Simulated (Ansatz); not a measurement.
**BeGeBi2, from a guessed structure to a relaxed one**

Starting from a made-up structure for BeGeBi2, the aim is the relaxed cell, its shortest contacts and, where a second run follows, its electronic structure.

Program: Ansatz 0.2.0. Level of theory: DFT, PBE, plane-wave PAW, files of the set soft_1, scalar-relativistic, no spin, cell and ions relaxed at zero pressure; PAW set soft_1, in the first sound run; inputs show where later runs differ. Results are calculated unless marked as measured.

## 1. Starting point

The structure is tetragonal, space group I-42d (No. 122). The conventional cell has a = 5.987 Å, b = 5.987 Å, c = 11.808 Å, α = 90.00°, β = 90.00°, γ = 90.00°. Nearest to Bi lie 2 Be at 2.50 Å and 2 Ge at 2.67 Å. Ge has 4 Bi at 2.67 Å nearest. Be has 4 Bi at 2.50 Å nearest. Farther neighbours are not listed.

## 2. Relaxing cell and atoms

The guessed cell has no reason to be at equilibrium. It is relaxed with the atoms, within the space group of the guess.

File input.yaml:

```yaml
crystal:
  lattice:
    - [-2.9935, 2.9935, 5.904]
    - [2.9935, -2.9935, 5.904]
    - [2.9935, 2.9935, -5.904]
  atoms:
    - { symbol: Bi, position: [0.875, 0.3996, 0.0246] }
    - { symbol: Bi, position: [0.375, 0.8504, 0.9754] }
    - { symbol: Bi, position: [0.6004, 0.625, 0.4754] }
    - { symbol: Bi, position: [0.1496, 0.125, 0.5246] }
    - { symbol: Ge, position: [0.75, 0.25, 0.5] }
    - { symbol: Ge, position: [0.0, 0.0, 0.0] }
    - { symbol: Be, position: [0.25, 0.75, 0.5] }
    - { symbol: Be, position: [0.5, 0.5, 0.0] }
kpoints:
  mp_grid: { grid: [6, 6, 6] }
scf:
  occupations: { method: fermi_dirac, width: 0.05 }
hamiltonian:
  xc: pbe
  pseudopotentials: { kind: paw, azcp: { folder: soft_1 } }
relax:
  f_tol: 0.015
  max_steps: 70
  cell: {}
output:
  forces: true
  stress: true
```

Started as:

```bash
> ansatz run input.yaml --threads 4 --pin off --max-ram 10240MiB --backend cpu --events-out ev --progress --plain --runs-dir out
```

Numbers of over 12 decimals in the logs are rounded to 6 here.

Log:

```text
Engine: ansatz 0.2.0, aarch64-unknown-linux-gnu
Pseudopotentials: kind: paw
Pseudopotential: Bi, paw, valence charge 15, recommended cutoff 420 eV (normal), soft_1/Bi.paw.azcp
Pseudopotential: Ge, paw, valence charge 14, recommended cutoff 420 eV (normal), soft_1/Ge.paw.azcp
Pseudopotential: Be, paw, valence charge 2, recommended cutoff 420 eV (normal), soft_1/Be.paw.azcp
Functional definition: PBE
  parameter kappa = 0.804
  parameter beta = 0.066725
  exchange = pbe_x(kappa = kappa, mu = beta*pi^2/3)
  correlation = pbe_c(beta = beta)
Crystal: 8 atoms, lattice volume = 211.624 Å³
Basis set: ecut = 420 eV, 4139 PW (Γ), exchange–correlation on 100×100×100 points (8 copies of the dense FFT grid, shifted against one another)
Bands: 56, of which v1, the nominal top of the filled ones, is band 46 counted from 1 (45 counted from 0)
Symmetry: 8 space group operations
Space group: I-42d (ITA 122), of the structure as read, at distance tolerance 6.0e-5 Å
k-points: 30 of 216 (time reversal used)
Non-local potential: Bi, projectors of the file, l = 0: 2, l = 1: 2, l = 2: 2, l = 3: 1
Non-local potential: Ge, projectors of the file, l = 0: 2, l = 1: 2, l = 2: 3, l = 3: 1
Non-local potential: Be, projectors of the file, l = 0: 2, l = 1: 2, l = 2: 1
PAW form: soft (Blöchl's): semilocal exchange-correlation on the pseudo side does not see the compensation charge
PAW one-centre angular grid: Bi, 590 points (default); XC on 64 Gauss nodes
PAW one-centre angular grid: Ge, 590 points (default); XC on 64 Gauss nodes
PAW one-centre angular grid: Be, 110 points (default); XC on 64 Gauss nodes
Initial density: superposition of atomic densities (chi_scale 0.1, normalization cell, long waves kept (reshape's long-wave potential 0.01 eV rms))
Initial wavefunctions: pseudopotential atomic-orbital guess
Functional: x = pbe(κ = 0.804, μ = 0.219515), c = pbe(β = 0.066725)
SCF iter   1: F=—  HF=-58370.912415 eV  |F-HF|=—  |Δ(HF+E_count)|=         —  Δρ=2.99e-2  dr2=3.34e0  ethr=3.10e-3  ⟨swp⟩=8.2  Hψ=7400  notcnv=0  defer=8
preconditioner: auto → Kerker (q_TF=auto, 2.375 Å⁻¹)  [metal: Δε(μ)=0.039 eV  Ē_g=8.414 eV  σ=0.050 eV  W_gap=0.19  n_scr=44 (ndim 8)  ℏωp=14.4 eV  f_vac=0.000  D(μ)=0.43/eV (n_scr^D=0)]
SCF iter   2: F=—  HF=-58370.370009 eV  |F-HF|=—  |Δ(HF+E_count)|=   5.42e-1  Δρ=1.86e-2  dr2=1.31e0  ethr=3.10e-3  ⟨swp⟩=2.0  Hψ=2118  notcnv=0  defer=78
SCF iter   3: F=—  HF=-58370.068008 eV  |F-HF|=—  |Δ(HF+E_count)|=   3.02e-1  Δρ=3.35e-3  dr2=5.55e-2  ethr=1.43e-3  ⟨swp⟩=3.0  Hψ=2225  notcnv=0  defer=84
SCF iter   4: F=—  HF=-58370.076143 eV  |F-HF|=—  |Δ(HF+E_count)|=   8.14e-3  Δρ=1.41e-3  dr2=5.85e-3  ethr=6.03e-5  ⟨swp⟩=2.1  Hψ=3344  notcnv=0  defer=85
SCF iter   5: F=—  HF=-58370.080130 eV  |F-HF|=—  |Δ(HF+E_count)|=   3.99e-3  Δρ=6.78e-4  dr2=1.37e-3  ethr=6.36e-6  ⟨swp⟩=2.0  Hψ=2977  notcnv=0  defer=85
SCF iter   6: F=—  HF=-58370.079924 eV  |F-HF|=—  |Δ(HF+E_count)|=   2.06e-4  Δρ=1.94e-4  dr2=6.96e-5  ethr=1.49e-6  ⟨swp⟩=2.0  Hψ=2977  notcnv=0  defer=85
SCF iter   7: F=—  HF=-58370.080113 eV  |F-HF|=—  |Δ(HF+E_count)|=   1.88e-4  Δρ=4.86e-5  dr2=5.66e-6  ethr=7.57e-8  ⟨swp⟩=2.0  Hψ=2139  notcnv=0  defer=85
SCF iter   8: F=—  HF=-58370.080127 eV  |F-HF|=—  |Δ(HF+E_count)|=   1.41e-5  Δρ=1.48e-5  dr2=6.75e-7  ethr=6.16e-9  ⟨swp⟩=2.8  Hψ=2810  notcnv=0  defer=85
SCF iter   9: F=—  HF=-58370.080128 eV  |F-HF|=—  |Δ(HF+E_count)|=   9.87e-7  Δρ=5.50e-6  dr2=1.13e-7  ethr=1.09e-10  ⟨swp⟩=4.8  Hψ=5300  notcnv=0
SCF iter  10: F=-58370.080128 eV  HF=-58370.080128 eV  |F-HF|=1.69e-8  |Δ(HF+E_count)|=   1.09e-7  Δρ=1.98e-6  dr2=1.57e-8  ethr=1.09e-10  ⟨swp⟩=4.0  Hψ=5048  notcnv=0
SCF 1 converged in 10 iterations: F = -58370.080128 eV  dr2 = 1.57e-8
  greatest PAW one-centre occupation: 0.998 electrons in one spin orbital (limit 2), on the Ge atom at site 4 (counted from 0), in its partial waves of l = 2
relax step   1: F+E_penalty+E_count = -58370.08012792 eV  Δ(F+E_penalty+E_count) = +0.000e0 eV  max|allowed force component| = 7.037e-1 eV/Å  Δτ_max = 0.0000 Å  P = +5.163 GPa  Ω = 211.624 Å³  (10 SCF iters, dr2 threshold 1.00e-7 eV, accepted)
Crystal: 8 atoms, lattice volume = 238.139 Å³
Basis set: ecut = 420 eV, 4709 PW (Γ), exchange–correlation on 100×100×100 points (8 copies of the dense FFT grid, shifted against one another)
Initial density: handed on by an earlier stage of this run
Initial wavefunctions: those handed on with the density
iter 1 solved again at ethr=1.17e-4 eV; its pass at ethr=3.10e-3 eV (dr2=1.08e-1 eV) is discarded
SCF iter   1: F=—  HF=-58370.372291 eV  |F-HF|=—  |Δ(HF+E_count)|=         —  Δρ=6.00e-3  dr2=1.06e-1  ethr=1.17e-4  ⟨swp⟩=2.1  Hψ=9393  notcnv=0
preconditioner: auto → Kerker (q_TF=auto, 2.328 Å⁻¹)  [metal: Δε(μ)=0.091 eV  Ē_g=7.840 eV  σ=0.050 eV  W_gap=0.41  n_scr=60 (ndim 8)  ℏωp=13.6 eV  f_vac=0.071  D(μ)=0.91/eV (n_scr^D=0)]
SCF iter   2: F=—  HF=-58370.367702 eV  |F-HF|=—  |Δ(HF+E_count)|=   4.59e-3  Δρ=3.79e-3  dr2=4.93e-2  ethr=1.15e-4  ⟨swp⟩=1.0  Hψ=1680  notcnv=0
SCF iter   3: F=—  HF=-58370.368077 eV  |F-HF|=—  |Δ(HF+E_count)|=   3.76e-4  Δρ=8.21e-4  dr2=3.51e-3  ethr=5.35e-5  ⟨swp⟩=2.0  Hψ=2285  notcnv=0
SCF iter   4: F=—  HF=-58370.369702 eV  |F-HF|=—  |Δ(HF+E_count)|=   1.62e-3  Δρ=5.37e-4  dr2=1.19e-3  ethr=3.82e-6  ⟨swp⟩=2.0  Hψ=3063  notcnv=0
SCF iter   5: F=—  HF=-58370.370499 eV  |F-HF|=—  |Δ(HF+E_count)|=   7.97e-4  Δρ=1.82e-4  dr2=1.24e-4  ethr=1.29e-6  ⟨swp⟩=2.0  Hψ=3064  notcnv=0
SCF iter   6: F=—  HF=-58370.370700 eV  |F-HF|=—  |Δ(HF+E_count)|=   2.01e-4  Δρ=5.66e-5  dr2=8.22e-6  ethr=1.34e-7  ⟨swp⟩=2.0  Hψ=3073  notcnv=0
SCF iter   7: F=-58370.370722 eV  HF=-58370.370721 eV  |F-HF|=1.46e-6  |Δ(HF+E_count)|=   2.09e-5  Δρ=1.48e-5  dr2=7.73e-7  ethr=8.70e-10  ⟨swp⟩=3.0  Hψ=6735  notcnv=0
SCF 2 converged in 7 iterations: F = -58370.370722 eV  dr2 = 7.73e-7
  greatest PAW one-centre occupation: 0.998 electrons in one spin orbital (limit 2), on the Ge atom at site 5 (counted from 0), in its partial waves of l = 2
relax step   2: F+E_penalty+E_count = -58370.37072220 eV  Δ(F+E_penalty+E_count) = -2.906e-1 eV  max|allowed force component| = 4.035e-1 eV/Å  Δτ_max = 0.1198 Å  P = -1.427 GPa  Ω = 238.139 Å³  energy of the carried Pulay correction = -2.568e-3 eV  (7 SCF iters, dr2 threshold 8.00e-7 eV, accepted)
Crystal: 8 atoms, lattice volume = 233.552 Å³
Basis set: ecut = 420 eV, 4581 PW (Γ), exchange–correlation on 100×100×100 points (8 copies of the dense FFT grid, shifted against one another)
iter 1 solved again at ethr=9.88e-6 eV; its pass at ethr=3.10e-3 eV (dr2=9.09e-3 eV) is discarded
SCF iter   1: F=—  HF=-58370.452490 eV  |F-HF|=—  |Δ(HF+E_count)|=         —  Δρ=2.15e-3  dr2=8.33e-3  ethr=9.88e-6  ⟨swp⟩=2.0  Hψ=8717  notcnv=0
preconditioner: auto → Resta (q_TF=auto, 2.336 Å⁻¹)  ε∞=4.0  [insulator: Δε(μ)=0.161 eV  Ē_g=7.962 eV  σ=0.050 eV  W_gap=0.55  n_scr=44 (ndim 8)  ℏωp=13.7 eV  f_vac=0.034  D(μ)=0.51/eV (n_scr^D=0)  ε∞_Penn≈4.0]
SCF iter   2: F=—  HF=-58370.452155 eV  |F-HF|=—  |Δ(HF+E_count)|=   3.34e-4  Δρ=1.19e-3  dr2=2.28e-3  ethr=9.06e-6  ⟨swp⟩=1.0  Hψ=1680  notcnv=0
SCF iter   3: F=—  HF=-58370.452375 eV  |F-HF|=—  |Δ(HF+E_count)|=   2.19e-4  Δρ=2.48e-4  dr2=2.01e-4  ethr=2.48e-6  ⟨swp⟩=2.2  Hψ=2947  notcnv=0
SCF iter   4: F=—  HF=-58370.452319 eV  |F-HF|=—  |Δ(HF+E_count)|=   5.55e-5  Δρ=7.68e-5  dr2=2.00e-5  ethr=2.18e-7  ⟨swp⟩=2.0  Hψ=3061  notcnv=0
SCF iter   5: F=—  HF=-58370.452334 eV  |F-HF|=—  |Δ(HF+E_count)|=   1.42e-5  Δρ=3.18e-5  dr2=3.28e-6  ethr=2.18e-8  ⟨swp⟩=2.0  Hψ=3060  notcnv=0
SCF iter   6: F=-58370.452338 eV  HF=-58370.452338 eV  |F-HF|=2.50e-7  |Δ(HF+E_count)|=   4.70e-6  Δρ=6.20e-6  dr2=1.16e-7  ethr=8.70e-10  ⟨swp⟩=4.1  Hψ=5056  notcnv=0
SCF 3 converged in 6 iterations: F = -58370.452338 eV  dr2 = 1.16e-7
relax step   3: F+E_penalty+E_count = -58370.45233850 eV  Δ(F+E_penalty+E_count) = -8.162e-2 eV  max|allowed force component| = 4.680e-3 eV/Å  Δτ_max = 0.0565 Å  P = -0.472 GPa  Ω = 233.552 Å³  energy of the carried Pulay correction = -2.146e-3 eV  (6 SCF iters, dr2 threshold 8.00e-7 eV, accepted)
Crystal: 8 atoms, lattice volume = 230.569 Å³
Basis set: ecut = 420 eV, 4501 PW (Γ), exchange–correlation on 100×100×100 points (8 copies of the dense FFT grid, shifted against one another)
iter 1 solved again at ethr=3.01e-6 eV; its pass at ethr=3.10e-3 eV (dr2=2.77e-3 eV) is discarded
SCF iter   1: F=—  HF=-58370.457443 eV  |F-HF|=—  |Δ(HF+E_count)|=         —  Δρ=6.77e-4  dr2=2.75e-3  ethr=3.01e-6  ⟨swp⟩=2.0  Hψ=8503  notcnv=0
preconditioner: auto → Kerker (q_TF=auto, 2.341 Å⁻¹)  [metal: Δε(μ)=0.148 eV  Ē_g=8.010 eV  σ=0.050 eV  W_gap=0.50  n_scr=44 (ndim 8)  ℏωp=13.8 eV  f_vac=0.033  D(μ)=0.50/eV (n_scr^D=0)]
SCF iter   2: F=—  HF=-58370.456977 eV  |F-HF|=—  |Δ(HF+E_count)|=   4.66e-4  Δρ=4.10e-4  dr2=1.05e-3  ethr=2.99e-6  ⟨swp⟩=1.6  Hψ=1740  notcnv=0
SCF iter   3: F=—  HF=-58370.456746 eV  |F-HF|=—  |Δ(HF+E_count)|=   2.31e-4  Δρ=9.06e-5  dr2=4.80e-5  ethr=1.15e-6  ⟨swp⟩=2.0  Hψ=1981  notcnv=0
SCF iter   4: F=—  HF=-58370.456742 eV  |F-HF|=—  |Δ(HF+E_count)|=   4.41e-6  Δρ=4.48e-5  dr2=7.83e-6  ethr=5.21e-8  ⟨swp⟩=2.0  Hψ=3060  notcnv=0
SCF iter   5: F=—  HF=-58370.456744 eV  |F-HF|=—  |Δ(HF+E_count)|=   2.88e-6  Δρ=2.04e-5  dr2=1.93e-6  ethr=8.51e-9  ⟨swp⟩=2.0  Hψ=3061  notcnv=0
SCF iter   6: F=-58370.456746 eV  HF=-58370.456746 eV  |F-HF|=1.85e-7  |Δ(HF+E_count)|=   1.11e-6  Δρ=6.35e-6  dr2=9.67e-8  ethr=8.70e-10  ⟨swp⟩=4.0  Hψ=5939  notcnv=0
SCF 4 converged in 6 iterations: F = -58370.456746 eV  dr2 = 9.67e-8
relax step   4: F+E_penalty+E_count = -58370.45674572 eV  Δ(F+E_penalty+E_count) = -4.407e-3 eV  max|allowed force component| = 9.157e-4 eV/Å  Δτ_max = 0.0028 Å  P = +0.073 GPa  Ω = 230.569 Å³  energy of the carried Pulay correction = -1.866e-3 eV  (6 SCF iters, dr2 threshold 8.00e-7 eV, accepted)
Crystal: 8 atoms, lattice volume = 230.966 Å³
iter 1 solved again at ethr=5.25e-8 eV; its pass at ethr=3.10e-3 eV (dr2=4.83e-5 eV) is discarded
SCF iter   1: F=—  HF=-58370.456834 eV  |F-HF|=—  |Δ(HF+E_count)|=         —  Δρ=9.12e-5  dr2=5.18e-5  ethr=5.25e-8  ⟨swp⟩=2.1  Hψ=7133  notcnv=0
preconditioner: auto → Kerker (q_TF=auto, 2.340 Å⁻¹)  [metal: Δε(μ)=0.147 eV  Ē_g=8.005 eV  σ=0.050 eV  W_gap=0.50  n_scr=44 (ndim 8)  ℏωp=13.8 eV  f_vac=0.036  D(μ)=0.51/eV (n_scr^D=0)]
SCF iter   2: F=—  HF=-58370.456836 eV  |F-HF|=—  |Δ(HF+E_count)|=   1.86e-6  Δρ=5.49e-5  dr2=1.96e-5  ethr=5.25e-8  ⟨swp⟩=1.9  Hψ=1784  notcnv=0
SCF iter   3: F=—  HF=-58370.456820 eV  |F-HF|=—  |Δ(HF+E_count)|=   1.59e-5  Δρ=1.15e-5  dr2=7.56e-7  ethr=2.13e-8  ⟨swp⟩=2.0  Hψ=1981  notcnv=0
SCF iter   4: F=—  HF=-58370.456796 eV  |F-HF|=—  |Δ(HF+E_count)|=   2.39e-5  Δρ=5.98e-6  dr2=1.50e-7  ethr=8.22e-10  ⟨swp⟩=2.0  Hψ=3061  notcnv=0
SCF iter   5: F=—  HF=-58370.456796 eV  |F-HF|=—  |Δ(HF+E_count)|=   5.11e-8  Δρ=2.87e-6  dr2=3.84e-8  ethr=1.63e-10  ⟨swp⟩=2.0  Hψ=3060  notcnv=0
SCF iter   6: F=-58370.456796 eV  HF=-58370.456796 eV  |F-HF|=4.63e-9  |Δ(HF+E_count)|=   2.10e-8  Δρ=9.67e-7  dr2=2.71e-9  ethr=1.50e-11  ⟨swp⟩=4.0  Hψ=5940  notcnv=0
SCF 5 converged in 6 iterations: F = -58370.456796 eV  dr2 = 2.71e-9
relax step   5: F+E_penalty+E_count = -58370.45679648 eV  Δ(F+E_penalty+E_count) = -5.076e-5 eV  max|allowed force component| = 1.414e-4 eV/Å  Δτ_max = 0.0006 Å  P = -0.002 GPa  Ω = 230.966 Å³  energy of the carried Pulay correction = -1.904e-3 eV  (6 SCF iters, dr2 threshold 1.38e-8 eV, accepted)
Basis set: ecut = 420 eV, 4501 PW (Γ), exchange–correlation on 108×108×108 points (8 copies of the dense FFT grid, shifted against one another)
Initial wavefunctions: pseudopotential atomic-orbital guess (no wavefunctions were taken with the density)
iter 1 solved again at ethr=8.47e-7 eV; its pass at ethr=3.10e-3 eV (dr2=7.79e-4 eV) is discarded
SCF iter   1: F=—  HF=-58370.456151 eV  |F-HF|=—  |Δ(HF+E_count)|=         —  Δρ=2.32e-4  dr2=4.27e-6  ethr=8.47e-7  ⟨swp⟩=3.0  Hψ=10690  notcnv=0
SCF iter   2: F=—  HF=-58370.458177 eV  |F-HF|=—  |Δ(HF+E_count)|=   2.03e-3  Δρ=1.18e-4  dr2=1.16e-6  ethr=4.64e-9  ⟨swp⟩=2.0  Hψ=3072  notcnv=0
SCF iter   3: F=—  HF=-58370.458859 eV  |F-HF|=—  |Δ(HF+E_count)|=   6.81e-4  Δρ=2.08e-5  dr2=4.85e-8  ethr=1.26e-9  ⟨swp⟩=3.0  Hψ=3120  notcnv=0
SCF iter   4: F=—  HF=-58370.458879 eV  |F-HF|=—  |Δ(HF+E_count)|=   2.07e-5  Δρ=1.94e-6  dr2=6.08e-9  ethr=5.27e-11  ⟨swp⟩=2.0  Hψ=3060  notcnv=0
SCF iter   5: F=—  HF=-58370.458879 eV  |F-HF|=—  |Δ(HF+E_count)|=   1.50e-8  Δρ=8.23e-7  dr2=1.27e-9  ethr=6.61e-12  ⟨swp⟩=2.1  Hψ=3057  notcnv=0
SCF iter   6: F=—  HF=-58370.458879 eV  |F-HF|=—  |Δ(HF+E_count)|=   1.94e-8  Δρ=2.45e-7  dr2=2.87e-10  ethr=1.38e-12  ⟨swp⟩=2.0  Hψ=2403  notcnv=0
SCF iter   7: F=-58370.458879 eV  HF=-58370.458879 eV  |F-HF|=1.46e-11  |Δ(HF+E_count)|=  8.37e-10  Δρ=6.04e-8  dr2=1.68e-11  ethr=1.00e-12  ⟨swp⟩=4.1  Hψ=5058  notcnv=0
SCF 6 converged in 7 iterations: F = -58370.458879 eV  dr2 = 1.68e-11
relax step   6: F+E_penalty+E_count = -58370.45887924 eV  Δ(F+E_penalty+E_count) = -2.083e-3 eV  max|allowed force component| = 1.417e-4 eV/Å  Δτ_max = 0.0000 Å  P = +0.002 GPa  Ω = 230.966 Å³  stress off target by 6.43e-3 GPa  SCF on the basis re-selected at this cell (its energy is not comparable with the rows above)  (7 SCF iters)
basis re-selected at this cell: Δ(F+E_penalty+E_count) = -2.083e-3 eV, ΔP = +0.004 GPa vs the last step (what re-selecting the basis moved, of the pressure what is left beyond the Pulay correction that the steps carried, after the strain that the cell walked since its last selection, with what the two solves' SCF thresholds leave and, on support functions, any second-order correction that the steps lacked; it is no measure of the basis error at this ecutwfc). The dense FFT grid was sized anew with the basis: this SCF ran on 54×54×54 points, the steps before it on 50×50×50, so part of this shift can come from that change (see relax.cell in the input reference). [rest of the remark cut]
SCF converged after 7 iterations
Free energy (F): -58370.458879 eV
Harris-Foulkes:  -58370.458879 eV  (|F-HF|=1.46e-11)
Internal energy: -58370.454215 eV  (E = F + TS)
E sigma→0 (E₀):  -58370.456547 eV
Entropy (-TS):   -0.004664 eV (-0.583 meV/atom)
Fermi energy:    7.740149 eV
--- Per-component energies (eV) ---
  E_band       = -858.146677
  E_kinetic    = 1240.124156
  E_local      = -11024.431271  (includes V_loc(G=0)·N_el)
  E_nonlocal   = 2071.632827
  E_hartree    = 4654.008651
  E_xc         = -781.630292
  E_vxc        = -685.015075  (∫ρ·V_xc dr)
  E_paw        = -46801.348371  (= ΣΔE_a)
  E_vpaw       = -1768.475818  (= ΣTr[D̂ρ^β])
  E_aug_tail   = 0.000855  (compensation charges beyond the density's cutoff)
  E_ewald      = -7728.810769
  E_smearing   = -0.004664  (= −TS)
  E_closure    = 0.000000  (closes the sum)
  Σ components = -58370.458879   (vs F -58370.458879, Δ=0.00e0)
--- Forces (eV/Å), atoms counted from 1 ---
  atom   1  Bi    -0.00014167     0.00000000    -0.00000000
  atom   2  Bi     0.00014167     0.00000000     0.00000000
  atom   3  Bi    -0.00000000     0.00014167     0.00000000
  atom   4  Bi    -0.00000000    -0.00014167     0.00000000
  atom   5  Ge     0.00000000     0.00000000     0.00000000
  atom   6  Ge    -0.00000000     0.00000000     0.00000000
  atom   7  Be    -0.00000000     0.00000000    -0.00000000
  atom   8  Be    -0.00000000    -0.00000000     0.00000000
  max |Σ_I F_I| component: 6.81e-17 eV/Å
--- Stress (GPa, compression-positive) ---
       -0.000665       0.000000       0.000000
        0.000000      -0.000665       0.000000
        0.000000      -0.000000       0.006432
  P = ⅓ Tr σ = 0.0017 GPa (0.017 kbar)
--- Relaxed structure (5 steps of the walk, 5 accepted, 1 SCFs on fresh bases) ---
  F+E_penalty+E_count = -58370.45887924 eV   max|allowed force component| = 1.417e-4 eV/Å   (the final SCF, on the basis selected at the relaxed cell)
  cell:  # Å, volume = 230.9661 Å³
    - [-3.055244, 3.055244, 6.185808]
    - [3.055244, -3.055244, 6.185808]
    - [3.055244, 3.055244, -6.185808]
  atoms:
    - { symbol: Bi, position: [0.875, 0.410546, 0.035546] }
    - { symbol: Bi, position: [0.375000, 0.839454, 0.964454] }
    - { symbol: Bi, position: [0.589454, 0.625, 0.464454] }
    - { symbol: Bi, position: [0.160546, 0.125000, 0.535546] }
    - { symbol: Ge, position: [0.75, 0.25, 0.5] }
    - { symbol: Ge, position: [0, 0, 0] }
    - { symbol: Be, position: [0.25, 0.75, 0.5] }
    - { symbol: Be, position: [0.500000, 0.500000, -1.8309289509794196e-18] }
```

Run time: 48 s. Hardware: 4 threads of Arm Neoverse V1, shared host; peak memory 0.78 GiB.

Relaxation path:

```
step  energy less that of the first step (eV)  largest force component (eV/Å)  pressure (GPa)  volume (Å³)
   1                                   0.0000                          0.7037            5.16       211.62
   2                                  -0.2906                          0.4035           -1.43       238.14
   3                                  -0.3722                          0.0047           -0.47       233.55
   4                                  -0.3766                          0.0009            0.07       230.57
   5                                  -0.3767                          0.0001            0.00       230.97
  6*                                  -0.3788                          0.0001            0.00       230.97
```

Relaxation steps marked * repeat the geometry before them on a plane-wave basis chosen anew for their cell, so energy and pressure can jump there.

Forces are held to the 8 operations that the run works with; a distortion that breaks them can't arise in this run.

```
conventional cell, symmetrised  before   after  change
                         a (Å)   5.987   6.110  +2.1 %
                         b (Å)   5.987   6.110  +2.1 %
                         c (Å)  11.808  12.372  +4.8 %
              volume (Å³/atom)   26.45   28.87  +9.1 %
```

The atoms that moved most (Å, as changes of fractional coordinates times the final cell):

```
atom      dx      dy     dz  length
 Bi3   0.000  -0.067  0.000   0.067
 Bi1   0.067   0.000  0.000   0.067
 Bi4   0.000   0.067  0.000   0.067
 Bi2  -0.067   0.000  0.000   0.067
```

This step gave:

| Item | Value |
| --- | --- |
| free energy | -58370.4589 eV |
| energy at zero smearing | -58370.4565 eV |
| smearing term TS | 0.004664 eV |
| Fermi energy | 7.740 eV |
| electrons | 92 |
| symmetry operations | 8 |
| pressure | 0.001700 GPa |

The shortest distance of each pair, which need not be the same contact before and after:

```
 pair  guess (Å)  relaxed (Å)
Be–Bi      2.498        2.538
Bi–Ge      2.669        2.787
Bi–Bi      4.031        4.025
Be–Ge      4.204        4.321
Ge–Ge      4.204        4.347
```

The relaxation ends with a largest force component of 1.4e-4 eV/Å and a pressure of 0.00 GPa.

[end of part 1 of 2]

[Logs are printed without paths, hosts, clocks, repeated set-up lines and the standing remarks that a program may print on its own settings, such as how far it seeks lower states.]

[Hosts, paths, dates, database ids (printed as entryN), source tags and the programs' standing remarks are cut or masked in the printed files.]
